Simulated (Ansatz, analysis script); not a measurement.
## Energy of spin spirals in CuWO4

Aim: the energy of CuWO4 as its moments wind into spirals of wavevector q.

Calculated with Ansatz 0.2.0; PBEsol with U = 6 eV on Cu d (ortho-atomic projectors), PAW set soft_1 (files made for PBE).

### 1. The structure

The cell holds 12 atoms: 2 Cu, 2 W and 8 O. Its edges and angles: a = 4.696 Å, b = 4.874 Å, c = 5.829 Å, α = 88.4°, β = 82.8°, γ = 87.6°.

The cell of this run holds 12 atoms, 2 of them with a starting moment; values «a cell» refer to the cell of the run in question.

### 2. Collinear start 1: ferro ++

The order that a run ends on hangs on its start, so several orders are typed and the lowest is carried on. The program's own search can turn an unstable start over.

Input file input.yaml:

```yaml
crystal:
  lattice:
    - [4.6964, 0.0, 0.0]
    - [0.2074845662, 4.8691813598, 0.0]
    - [0.7315390857, 0.1347758051, 5.7810405412]
  atoms:
    - { symbol: Cu, position: [0.4962, 0.7638, 0.6621], spin: 1.0 }
    - { symbol: Cu, position: [0.5038, 0.2362, 0.3379], spin: 1.0 }
    - { symbol: W, position: [0.0166, 0.733, 0.1745] }
    - { symbol: W, position: [0.9834, 0.267, 0.8255] }
    - { symbol: O, position: [0.2481, 0.5829, 0.3556] }
    - { symbol: O, position: [0.7519, 0.4171, 0.6444] }
    - { symbol: O, position: [0.2243, 0.5676, 0.8769] }
    - { symbol: O, position: [0.7757, 0.4324, 0.1231] }
    - { symbol: O, position: [0.7293, 0.9044, 0.3859] }
    - { symbol: O, position: [0.2707, 0.0956, 0.6141] }
    - { symbol: O, position: [0.7845, 0.9488, 0.9036] }
    - { symbol: O, position: [0.2155, 0.0512, 0.0964] }
magnetization:
  spin_polarized: true
kpoints:
  mp_grid: { grid: [6, 6, 6] }
hamiltonian:
  xc: pbesol
  hubbard:
    projectors: ortho-atomic
    sites: [{ species: Cu, l: d, u_eff: 6.0 }]
  pseudopotentials: { kind: paw, azcp: { folder: soft_1 }, xc_functional: pbe }
scf:
  occupations: { method: fermi_dirac, width: 0.05 }
  max_iter: 120
  convergence: { dr2_threshold: 1.0e-08 }
output:
  write_density: true
  write_potential: true
  elf: true
  volumetric_format: npy
```

On the command line:

```
$ ansatz run input.yaml --threads 2 --pin off --max-ram 5632MiB --backend cpu --events-out ev --progress --plain --runs-dir out
```

Numbers of over 12 decimals in the logs are rounded to 6 here.

Output:

```text
Engine: ansatz 0.2.0, aarch64-unknown-linux-gnu
Pseudopotentials: kind: paw
Pseudopotential: Cu, paw, valence charge 19, recommended cutoff 420 eV (normal), soft_1/Cu.paw.azcp
Pseudopotential: W, paw, valence charge 14, recommended cutoff 420 eV (normal), soft_1/W.paw.azcp
Pseudopotential: O, paw, valence charge 6, recommended cutoff 420 eV (normal), soft_1/O.paw.azcp
Functional definition: PBEsol
  exchange = pbesol_x
  correlation = pbesol_c
Crystal: 12 atoms, lattice volume = 132.199 Å³
Basis set: ecut = 420 eV, 2573 PW (Γ)
Bands: 70, of which v1, the nominal top of the filled ones, is band 57 counted from 1 (56 counted from 0)
Symmetry: 2 space group operations
Space group: P-1 (ITA 2), of the structure as read, at distance tolerance 5.1e-5 Å
Magnetic group: BNS 2.4 (UNI 4), of the structure as read, at distance tolerance 5.1e-5 Å
k-points: 112 of 216
Non-local potential: Cu, projectors of the file, l = 0: 3, l = 1: 2, l = 2: 3, l = 3: 1
Non-local potential: W, projectors of the file, l = 0: 3, l = 1: 2, l = 2: 2, l = 3: 1
Non-local potential: O, projectors of the file, l = 0: 2, l = 1: 2, l = 2: 1
PAW form: soft (Blöchl's): semilocal exchange-correlation on the pseudo side does not see the compensation charge
PAW frozen core: Cu, regenerated for the run's functional, and the local potential with it (the file was generated under x = pbe(κ = 0.804, μ = 0.219515), c = pbe(β = 0.066725))
PAW frozen core: W, regenerated for the run's functional, and the local potential with it (the file was generated under x = pbe(κ = 0.804, μ = 0.219515), c = pbe(β = 0.066725))
PAW frozen core: O, regenerated for the run's functional, and the local potential with it (the file was generated under x = pbe(κ = 0.804, μ = 0.219515), c = pbe(β = 0.066725))
PAW one-centre angular grid: Cu, 590 points (default); XC on 64 Gauss nodes
PAW one-centre angular grid: W, 590 points (default); XC on 64 Gauss nodes
PAW one-centre angular grid: O, 110 points (default); XC on 64 Gauss nodes
Initial density: superposition of atomic densities (chi_scale 0.1, normalization cell, long waves kept (reshape's long-wave potential 0.13 eV rms))
Starting moments: Σ|m| = 2 μB on 2 of 12 sites
Initial wavefunctions: pseudopotential atomic-orbital guess
Functional: x = pbesol(κ = 0.804, μ = 0.123457), c = pbesol(β = 0.046)
SCF iter   1: F=—  HF=-38181.944203 eV  |F-HF|=—  |Δ(HF+E_count)|=         —  Δρ=1.36e-1 (↑4.94e-2 ↓1.36e-1)  dr2=4.41e1  dr2_m=4.52e0  M=0.236 μB ∫|m|=0.285 μB  β_m=0.30  ethr=3.10e-3  ⟨swp⟩=6.0  Hψ=52554  notcnv=0  defer=1
preconditioner: auto → Kerker (q_TF=auto, 2.662 Å⁻¹)  [metal: Δε(μ)=0.001 eV  Ē_g=13.160 eV  σ=0.050 eV  W_gap=0.00  n_scr=36 (ndim 8)  ℏωp=29.2 eV  f_vac=0.009  D(μ)=5.68/eV (n_scr^D=48)]
spin=Collinear: Kerker preconditioning applied to the charge; magnetization (m = ρ↑ − ρ↓) channel mixes plain (no charge-response kernel on spin).
SCF iter   2: F=—  HF=-38176.660108 eV  |F-HF|=—  |Δ(HF+E_count)|=    5.28e0  Δρ=5.66e-2 (↑4.13e-2 ↓5.66e-2)  dr2=9.67e0  dr2_m=1.47e0  M=0.606 μB ∫|m|=0.641 μB  β_m=0.30  ethr=3.10e-3  ⟨swp⟩=2.0  Hψ=32521  notcnv=0  defer=1307
SCF iter   3: F=—  HF=-38175.325998 eV  |F-HF|=—  |Δ(HF+E_count)|=    1.33e0  Δρ=3.25e-2 (↑2.67e-2 ↓3.25e-2)  dr2=2.95e0  dr2_m=6.18e-1  M=0.723 μB ∫|m|=0.756 μB  β_m=0.30  ethr=3.10e-3  ⟨swp⟩=2.7  Hψ=26076  notcnv=0  defer=1330
SCF iter   4: F=—  HF=-38175.105033 eV  |F-HF|=—  |Δ(HF+E_count)|=   2.21e-1  Δρ=2.09e-2 (↑2.09e-2 ↓1.59e-2)  dr2=6.75e-1  dr2_m=1.33e-1  M=1.024 μB ∫|m|=1.057 μB  β_m=0.30  ethr=2.59e-3  ⟨swp⟩=2.0  Hψ=22508  notcnv=0  defer=1331
SCF iter   5: F=—  HF=-38175.468500 eV  |F-HF|=—  |Δ(HF+E_count)|=   3.63e-1  Δρ=1.32e-2 (↑9.72e-3 ↓1.32e-2)  dr2=2.68e-1  dr2_m=7.92e-2  M=1.422 μB ∫|m|=1.457 μB  β_m=1.00  ethr=5.92e-4  ⟨swp⟩=2.0  Hψ=32312  notcnv=0  defer=1342
SCF iter   6: F=—  HF=-38175.693190 eV  |F-HF|=—  |Δ(HF+E_count)|=   2.25e-1  Δρ=2.37e-2 (↑6.18e-3 ↓2.37e-2)  dr2=5.61e-1  dr2_m=1.97e-1  M=1.908 μB ∫|m|=1.966 μB  β_m=1.00  ethr=2.35e-4  ⟨swp⟩=2.0  Hψ=23871  notcnv=0  defer=1342
SCF iter   7: F=—  HF=-38175.803787 eV  |F-HF|=—  |Δ(HF+E_count)|=   1.11e-1  Δρ=1.14e-2 (↑4.74e-3 ↓1.14e-2)  dr2=3.20e-1  dr2_m=1.82e-2  M=1.994 μB ∫|m|=2.069 μB  β_m=1.00  ethr=2.35e-4  ⟨swp⟩=2.6  Hψ=22640  notcnv=0  defer=1342
SCF iter   8: F=—  HF=-38175.959752 eV  |F-HF|=—  |Δ(HF+E_count)|=   1.56e-1  Δρ=6.57e-3 (↑4.14e-3 ↓6.57e-3)  dr2=1.42e-1  dr2_m=2.19e-3  M=1.999 μB ∫|m|=2.084 μB  β_m=0.30  ethr=2.35e-4  ⟨swp⟩=2.0  Hψ=21617  notcnv=0  defer=1342
Mixer restart at iter 8: flushing history
spin-set hold released at iteration 8 (site moments contracting): the magnetisation degrees of freedom join the quasi-Newton model from the next iteration; the mixer history was flushed
SCF iter   9: F=—  HF=-38176.086743 eV  |F-HF|=—  |Δ(HF+E_count)|=   1.27e-1  Δρ=6.43e-3 (↑2.45e-3 ↓6.43e-3)  dr2=1.02e-1  dr2_m=6.97e-3  M=2.000 μB ∫|m|=2.091 μB  β_m=0.51  ethr=1.25e-4  ⟨swp⟩=1.6  Hψ=16622  notcnv=0  defer=1342
[...]
SCF iter  12: F=—  HF=-38176.254133 eV  |F-HF|=—  |Δ(HF+E_count)|=   4.34e-3  Δρ=9.71e-4 (↑9.71e-4 ↓9.03e-4)  dr2=2.63e-3  dr2_m=1.38e-5  M=2.000 μB ∫|m|=2.104 μB  β_m=0.81  ethr=1.45e-5  ⟨swp⟩=2.0  Hψ=27731  notcnv=0  defer=1340
SCF iter  13: F=—  HF=-38176.255504 eV  |F-HF|=—  |Δ(HF+E_count)|=   1.37e-3  Δρ=5.32e-4 (↑5.32e-4 ↓5.14e-4)  dr2=1.36e-3  dr2_m=6.58e-7  M=2.000 μB ∫|m|=2.103 μB  β_m=0.83  ethr=2.31e-6  ⟨swp⟩=2.0  Hψ=26636  notcnv=0  defer=1340
SCF iter  14: F=—  HF=-38176.255335 eV  |F-HF|=—  |Δ(HF+E_count)|=   1.69e-4  Δρ=2.32e-4 (↑9.72e-5 ↓2.32e-4)  dr2=1.23e-4  dr2_m=1.18e-5  M=2.000 μB ∫|m|=2.103 μB  β_m=0.79  ethr=1.19e-6  ⟨swp⟩=2.0  Hψ=23230  notcnv=0  defer=1340
SCF iter  15: F=—  HF=-38176.255344 eV  |F-HF|=—  |Δ(HF+E_count)|=   8.42e-6  Δρ=9.09e-5 (↑5.16e-5 ↓9.09e-5)  dr2=3.11e-5  dr2_m=1.13e-6  M=2.000 μB ∫|m|=2.103 μB  β_m=0.89  ethr=1.08e-7  ⟨swp⟩=2.0  Hψ=20351  notcnv=0  defer=1340
SCF iter  16: F=—  HF=-38176.255348 eV  |F-HF|=—  |Δ(HF+E_count)|=   4.25e-6  Δρ=6.28e-5 (↑5.70e-5 ↓6.28e-5)  dr2=2.12e-5  dr2_m=1.80e-7  M=2.000 μB ∫|m|=2.103 μB  β_m=0.80  ethr=2.73e-8  ⟨swp⟩=2.0  Hψ=23524  notcnv=0  defer=1340
SCF iter  17: F=—  HF=-38176.255345 eV  |F-HF|=—  |Δ(HF+E_count)|=   2.60e-6  Δρ=4.17e-5 (↑1.21e-5 ↓4.17e-5)  dr2=2.36e-6  dr2_m=4.18e-7  M=2.000 μB ∫|m|=2.103 μB  β_m=0.90  ethr=1.86e-8  ⟨swp⟩=2.0  Hψ=22157  notcnv=0  defer=1340
SCF iter  18: F=—  HF=-38176.255346 eV  |F-HF|=—  |Δ(HF+E_count)|=   3.76e-7  Δρ=1.11e-5 (↑8.82e-6 ↓1.11e-5)  dr2=5.24e-7  dr2_m=1.12e-8  M=2.000 μB ∫|m|=2.103 μB  β_m=0.95  ethr=2.07e-9  ⟨swp⟩=2.0  Hψ=24536  notcnv=0  defer=1340
SCF iter  19: F=—  HF=-38176.255346 eV  |F-HF|=—  |Δ(HF+E_count)|=   4.05e-8  Δρ=8.89e-6 (↑6.63e-6 ↓8.89e-6)  dr2=3.66e-7  dr2_m=7.87e-9  M=2.000 μB ∫|m|=2.103 μB  β_m=0.90  ethr=4.59e-10  ⟨swp⟩=2.0  Hψ=23524  notcnv=0  defer=1340
SCF iter  20: F=—  HF=-38176.255346 eV  |F-HF|=—  |Δ(HF+E_count)|=   2.71e-8  Δρ=2.31e-6 (↑1.29e-6 ↓2.31e-6)  dr2=2.23e-8  dr2_m=1.24e-9  M=2.000 μB ∫|m|=2.103 μB  β_m=0.95  ethr=3.21e-10  ⟨swp⟩=2.0  Hψ=21524  notcnv=0  defer=1340
SCF iter  21: F=-38176.255346 eV  HF=-38176.255346 eV  |F-HF|=8.73e-11  |Δ(HF+E_count)|=   6.77e-9  Δρ=9.29e-7 (↑8.72e-7 ↓9.29e-7)  dr2=3.88e-9  dr2_m=3.15e-10  M=2.000 μB ∫|m|=2.103 μB  ethr=8.77e-12  ⟨swp⟩=9.0  Hψ=44555  notcnv=0
SCF 1 converged in 21 iterations: F = -38176.255346 eV  dr2 = 3.88e-9
  greatest PAW one-centre occupation: 1.000 electrons in one spin orbital (limit 2), on the Cu atom at site 1 (counted from 0), in its partial waves of l = 0
SCF converged after 21 iterations
Magnetization: 2.0000 μB (58.0000 up, 56.0000 down)
Absolute magnetization: 2.0732 μB (∫|ρ↑−ρ↓|, with the PAW one-centre terms)
Spin contamination: 0.0048 ħ² per cell (⟨S²⟩ above its minimum at these occupations)
Per-site moments (μB) at R_I (Å): [(0.681898, 0.795338), (0.681898, 0.795338), (0.0087015, 0.715404), (0.0087015, 0.715404), (0.047780, 0.715404), (0.047780, 0.715404), (0.055838, 0.798482), (0.055838, 0.798482), (0.129075, 0.780691), (0.129075, 0.780691), (0.024283, 0.767423), (0.024283, 0.767423)]
Free energy (F): -38176.255346 eV
Harris-Foulkes:  -38176.255346 eV  (|F-HF|=8.73e-11)
Internal energy: -38176.255344 eV  (E = F + TS)
E sigma→0 (E₀):  -38176.255345 eV
Entropy (-TS):   -0.000002 eV (-0.000 meV/atom)
Fermi energy:    9.723416 eV
--- Per-component energies (eV) ---
  E_band       = -1492.079364
  E_kinetic    = 2683.456841
  E_local      = -15754.380138  (includes V_loc(G=0)·N_el)
  E_nonlocal   = 2155.406741
  E_hartree    = 6476.648008
  E_xc         = -1224.082733
  E_vxc        = -1351.727692  (∫ρ·V_xc dr)
  E_hubbard    = 1.710211  (on-site DFT+U / exact-exchange correction)
  E_vhub       = -52.402519  (the Hubbard potential's part of the band-sum identity)
  E_paw        = -21700.875356  (= ΣΔE_a)
  E_vpaw       = -2125.737998  (= ΣTr[D̂ρ^β])
  E_aug_tail   = 0.008553  (compensation charges beyond the density's cutoff)
  E_ewald      = -10815.285895
  E_core_change = 1.138424  (= ΣΔE_core)
  E_smearing   = -0.000002  (= −TS)
  E_closure    = -0.000000  (closes the sum)
  Σ components = -38176.255346   (vs F -38176.255346, Δ=0.00e0)
--- Band table (eV; the first three rows and the last of 224) ---
  k-point 0 ↑: bands = [... 53 lower, 7.9507, 8.2893, 8.6219, 8.6662, 8.9141, 12.4043, 12.6833, 12.7575, ... 9 higher]
  k-point 1 ↑: bands = [... 53 lower, 7.9445, 8.3876, 8.5565, 8.6203, 8.9412, 12.3801, 12.5219, 12.8832, ... 9 higher]
  k-point 2 ↑: bands = [... 53 lower, 8.0215, 8.2976, 8.4627, 8.6066, 9.0638, 12.1830, 12.5590, 12.9788, ... 9 higher]
  k-point 111 ↓: bands = [... 53 lower, 8.4695, 8.6613, 8.7930, 10.4670, 10.5907, 12.5693, 12.5886, 13.0175, ... 9 higher]
Occupation matrices written to <dir>
```

The job ended after 2 min (2 threads of Arm Neoverse V2, shared host; peak memory 1.7 GiB).

In the SCF lines HF is the Harris–Foulkes energy and dr2 the Hartree energy of the density residual, in eV; the loop may stop once dr2 is under the threshold and the program's other checks hold. Hψ counts applications of the Hamiltonian.

It ends ferromagnetic, with 0.682 μB on the largest site.

### 3. Collinear start 2: antiferro +-

A self-consistent run from these starting moments shows which magnetic state they lead to.

Edit input.yaml of step 2 so:

```diff
@@ -7,3 +7,3 @@
     - { symbol: Cu, position: [0.4962, 0.7638, 0.6621], spin: 1.0 }
-    - { symbol: Cu, position: [0.5038, 0.2362, 0.3379], spin: 1.0 }
+    - { symbol: Cu, position: [0.5038, 0.2362, 0.3379], spin: -1.0 }
     - { symbol: W, position: [0.0166, 0.733, 0.1745] }
@@ -32,6 +32 @@
   convergence: { dr2_threshold: 1.0e-08 }
-output:
-  write_density: true
-  write_potential: true
-  elf: true
-  volumetric_format: npy
```

Output:

```text
[...]
Crystal: 12 atoms, lattice volume = 132.199 Å³
Basis set: ecut = 420 eV, 2573 PW (Γ)
Bands: 70, of which v1, the nominal top of the filled ones, is band 57 counted from 1 (56 counted from 0)
Symmetry: 1 space group operations
[...]
k-points: 112 of 216 (time reversal used)
[...]
Starting moments: Σ|m| = 2 μB on 2 of 12 sites
[...]
Free energy (F): -38176.271542 eV
[...]
Internal energy: -38176.271542 eV  (E = F + TS)
E sigma→0 (E₀):  -38176.271542 eV
Entropy (-TS):   -0.000000 eV (-0.000 meV/atom)
Fermi energy:    9.769114 eV
[...]
Occupation matrices written to <dir>
[key lines of the parts left out:]
SCF converged after 27 iterations
Magnetization: 0.0000 μB (57.0000 up, 57.0000 down)
```

The job ended after 3.8 min (2 threads; peak memory 1.7 GiB; 7.5 min of CPU time).

It ends antiferromagnetic, with 0.672 μB on the largest site.

### 4. Which start is lowest

| typed order | atoms | final state | energy (meV/atom) | largest moment (μB) |
| --- | --- | --- | --- | --- |
| ferro ++ | 12 | ferromagnetic | 1.35 | 0.68 |
| antiferro +- | 12 | antiferromagnetic | 0.00 | 0.67 |

The session goes on from the lowest state with moments found, typed antiferro +-.

Spin moment in the atom's sphere by atom:

| atom | spin moment in the atom's sphere (μB) |
| --- | --- |
| Cu1 | 0.672 |
| Cu2 | -0.672 |
| W3 | -0.004 |
| W4 | 0.004 |
| O5 | -0.037 |
| O6 | 0.037 |
| O7 | 0.035 |
| O8 | -0.035 |
| O9 | -0.009 |
| O10 | 0.009 |
| O11 | -0.002 |
| O12 | 0.002 |

Tables count atoms from 1; parts of the log count from 0.

Each spiral starts from these moments, tilted 90° from the rotation axis z (a flat spiral), with their directions locked in the turning frame; energies are taken at the locked directions, corrected for the field of the lock. Spin–orbit coupling is switched off, so the energy does not depend on how the axis lies in the crystal. The folder named start holds the saved collinear state, from which each run begins.

The runs on spinors take the mesh 4×4×4.

### 5. q = (0, 0, 0)

The reference is the same input at q = 0, so that basis and exchange-correlation form match those at other q. Every q is chosen so that q/2 is a mesh vector: every spiral then samples the k-points of q = 0, and much mesh noise cancels.

input.yaml, the sections that differ from step 3:

```yaml
crystal:
  lattice:
    - [4.6964, 0.0, 0.0]
    - [0.2074845662, 4.8691813598, 0.0]
    - [0.7315390857, 0.1347758051, 5.7810405412]
  atoms:
    - { symbol: Cu, position: [0.4962, 0.7638, 0.6621], spin: 0.67, spin_axis: [1.0, 0.0, 0.0] }
    - { symbol: Cu, position: [0.5038, 0.2362, 0.3379], spin: 0.67, spin_axis: [-1.0, 0.0, 0.0] }
    - { symbol: W, position: [0.0166, 0.733, 0.1745] }
    - { symbol: W, position: [0.9834, 0.267, 0.8255] }
    - { symbol: O, position: [0.2481, 0.5829, 0.3556] }
    - { symbol: O, position: [0.7519, 0.4171, 0.6444] }
    - { symbol: O, position: [0.2243, 0.5676, 0.8769] }
    - { symbol: O, position: [0.7757, 0.4324, 0.1231] }
    - { symbol: O, position: [0.7293, 0.9044, 0.3859] }
    - { symbol: O, position: [0.2707, 0.0956, 0.6141] }
    - { symbol: O, position: [0.7845, 0.9488, 0.9036] }
    - { symbol: O, position: [0.2155, 0.0512, 0.0964] }
kpoints:
  mp_grid: { grid: [4, 4, 4] }
basis:
  ecutwfc: 420.0
magnetization:
  noncollinear: true
  spin_spiral: { q: [0.0, 0.0, 0.0] }
  spin_locking: { lock_directions: true }
checkpoint:
  read: start
# hamiltonian, scf: as in step 3
```

Output:

```text
Warning: magnetization.spin_spiral: disabling space-group detection — beside a Hubbard shell, its report or a lock it is not worked out which of the operations that keep the spiral keep those too, and one that does not would average them into another order's, and files of the run's orbitals state none, so no spatial operation reduces the k-mesh or symmetrises the density; of a planar spiral with no Hubbard correction or report and no files of its own orbitals, on a mesh that holds points beside their negatives, k and −k, whose spinors are each other's conjugates with the components exchanged, are solved as one point, and the moment along z is held at nought; [rest of the remark cut]
Warning: checkpoint.read: spin treatment differs: saved collinear, current noncollinear; the saved charge density seeds this run and the saved magnetisation is carried along the axis that this deck's starting moments share; the saved density holds an absolute magnetisation of 1.8e0 μB; saved orbitals are not carried; the saved PAW projector densities are carried along that axis; the saved DFT+U occupations are carried along that axis
Warning: checkpoint.read: magnetization.spin_spiral differs: saved none, current q = [0, 0, 0]; the saved state is no spin spiral's: the SCF starts from none of its orbitals and from its density, each atom's moment turned about z as a whole to its place on this deck's spiral. A spiral's own state at q: [0, 0, 0] serves better
[...]
Crystal: 12 atoms, lattice volume = 132.199 Å³
Basis set: ecut = 420 eV, 2573 PW (Γ)
Bands: 138, of which v1, the nominal top of the filled ones, is band 114 counted from 1 (113 counted from 0)
Symmetry: 1 space group operations
k-points: 64
Spin spiral: q = (0, 0, 0) of the reciprocal vectors; moments are told in the frame that turns with it, a site's in that at the site
[...]
Starting moments: Σ|m| = 1.34 μB on 2 of 12 sites; this step starts from the density that it was given
[...]
iter 1 solved again at ethr=1.65e-7 eV; its pass at ethr=3.10e-3 eV (dr2=1.88e-4 eV) is discarded
SCF iter   1: F=-38176.271378 eV  HF=-38176.271378 eV  |F-HF|=6.11e-8  |Δ(HF+E_count)|=         —  Δρ=1.05e-5  dr2=2.91e-8  dr2_m=8.13e-9  ethr=1.65e-7  |M|=1.45e-6 ∫|m|=1.83e0 μB  |m|>n=0.0e0 m-floor=0.0e0 τ_xc=6.4e-8 mc-row=0.0e0  β_m=0.30  ⟨swp⟩=3.0  Hψ=53181  notcnv=0
eigensolver tolerance schedule: the retry pair's looser diagonalisation over-reported the residual by 6452.15 of it (diagonalisation noise at 0.52 of the residual, at the tolerance the schedule requests for it); recorded, not acted on — ethr = c·dr2/N_el stays at c = 1.0e-1
[...]
spin=Noncollinear: Resta preconditioning applied to the charge; magnetization (m_x, m_y, m_z) channels mix plain (no charge-response kernel on spin).
SCF iter   2: F=-38176.271378 eV  HF=-38176.271378 eV  |F-HF|=3.27e-8  |Δ(HF+E_count)|=   2.46e-7  Δρ=7.23e-6  dr2=1.47e-8  dr2_m=4.22e-9  ethr=2.55e-11  |M|=4.69e-8 ∫|m|=1.83e0 μB  |m|>n=0.0e0 m-floor=0.0e0 τ_xc=3.9e-8 mc-row=0.0e0  β_m=0.51  ⟨swp⟩=3.1  Hψ=19856  notcnv=0
SCF iter   3: F=-38176.271378 eV  HF=-38176.271378 eV  |F-HF|=5.22e-9  |Δ(HF+E_count)|=   3.11e-8  Δρ=3.38e-6  dr2=4.43e-9  dr2_m=1.18e-9  ethr=8.77e-12  |M|=8.78e-9 ∫|m|=1.83e0 μB  |m|>n=0.0e0 m-floor=0.0e0 τ_xc=4.5e-10 mc-row=0.0e0  ⟨swp⟩=2.0  Hψ=16384  notcnv=0
SCF 1 converged in 3 iterations: F = -38176.271378 eV  dr2 = 4.43e-9
[...]
SCF converged after 3 iterations
Stability not checked: this state was not tested for a lower state beside it, because a magnetisation constraint still acts at the end of the SCF (magnetization_constraint; see scf.lower_state_search)
Magnetization: |M| = 0.0000 μB,  M = (+0.0000, +0.0000, +0.0000) μB
Absolute magnetization: 1.8166 μB (∫|m|, with the PAW one-centre terms)
  site 0: m = (+0.6719, +0.0000, +0.0000) μB, |m| = 0.6719 μB  (R = 0.80 Å)
  site 1: m = (-0.6719, +0.0000, +0.0000) μB, |m| = 0.6719 μB  (R = 0.80 Å)
  site 2: m = (-0.0043, -0.0000, +0.0000) μB, |m| = 0.0043 μB  (R = 0.72 Å)
  site 3: m = (+0.0043, -0.0000, +0.0000) μB, |m| = 0.0043 μB  (R = 0.72 Å)
  site 4: m = (-0.0370, +0.0000, -0.0000) μB, |m| = 0.0370 μB  (R = 0.72 Å)
  site 5: m = (+0.0370, +0.0000, -0.0000) μB, |m| = 0.0370 μB  (R = 0.72 Å)
  site 6: m = (+0.0349, +0.0000, -0.0000) μB, |m| = 0.0349 μB  (R = 0.80 Å)
  site 7: m = (-0.0349, +0.0000, -0.0000) μB, |m| = 0.0349 μB  (R = 0.80 Å)
  site 8: m = (-0.0088, +0.0000, -0.0000) μB, |m| = 0.0088 μB  (R = 0.78 Å)
  site 9: m = (+0.0088, +0.0000, -0.0000) μB, |m| = 0.0088 μB  (R = 0.78 Å)
  site 10: m = (-0.0025, +0.0000, -0.0000) μB, |m| = 0.0025 μB  (R = 0.77 Å)
  site 11: m = (+0.0025, +0.0000, -0.0000) μB, |m| = 0.0025 μB  (R = 0.77 Å)
--- Magnetisation constraints (ε_frz = 1.0e-4 eV) ---
  site  kind           target                            achieved (μB)             |Δ|max (μB)  g (eV/μB)                   λ_eff  esc  ok   flags
  0     per_site_axis  ê (+1.000, +0.000, +0.000) ≥0.00  (+0.672, +0.000, +0.000)  1.44e-9      (+0.0e0, +2.9e-9, +2.6e-9)  1.000  0    yes
  1     per_site_axis  ê (-1.000, +0.000, +0.000) ≥0.00  (-0.672, +0.000, +0.000)  1.92e-9      (+0.0e0, +3.8e-9, +2.6e-9)  1.000  0    yes
Free energy (F): -38176.271378 eV
[...]
Internal energy: -38176.271378 eV  (E = F + TS)
E sigma→0 (E₀):  -38176.271378 eV
Entropy (-TS):   -0.000000 eV (-0.000 meV/atom)
Fermi energy:    9.768052 eV
[...]
```

Run time: 2.1 min. Hardware: 2 threads; peak memory 2.8 GiB.

The largest moment is 0.672 μB, against 0.672 μB in the collinear run.

[end of part 1 of 2]

[Logs and program files are shortened in this print: banners, set-up blocks, solver, clock and traceback lines can be left out without a mark of their own.]

[Logs are printed without paths, hosts, clocks, repeated set-up lines and the standing remarks that a program may print on its own settings, such as how far it seeks lower states.]

[Hosts, paths, dates, database ids (printed as entryN), source tags and the programs' standing remarks are cut or masked in the printed files.]
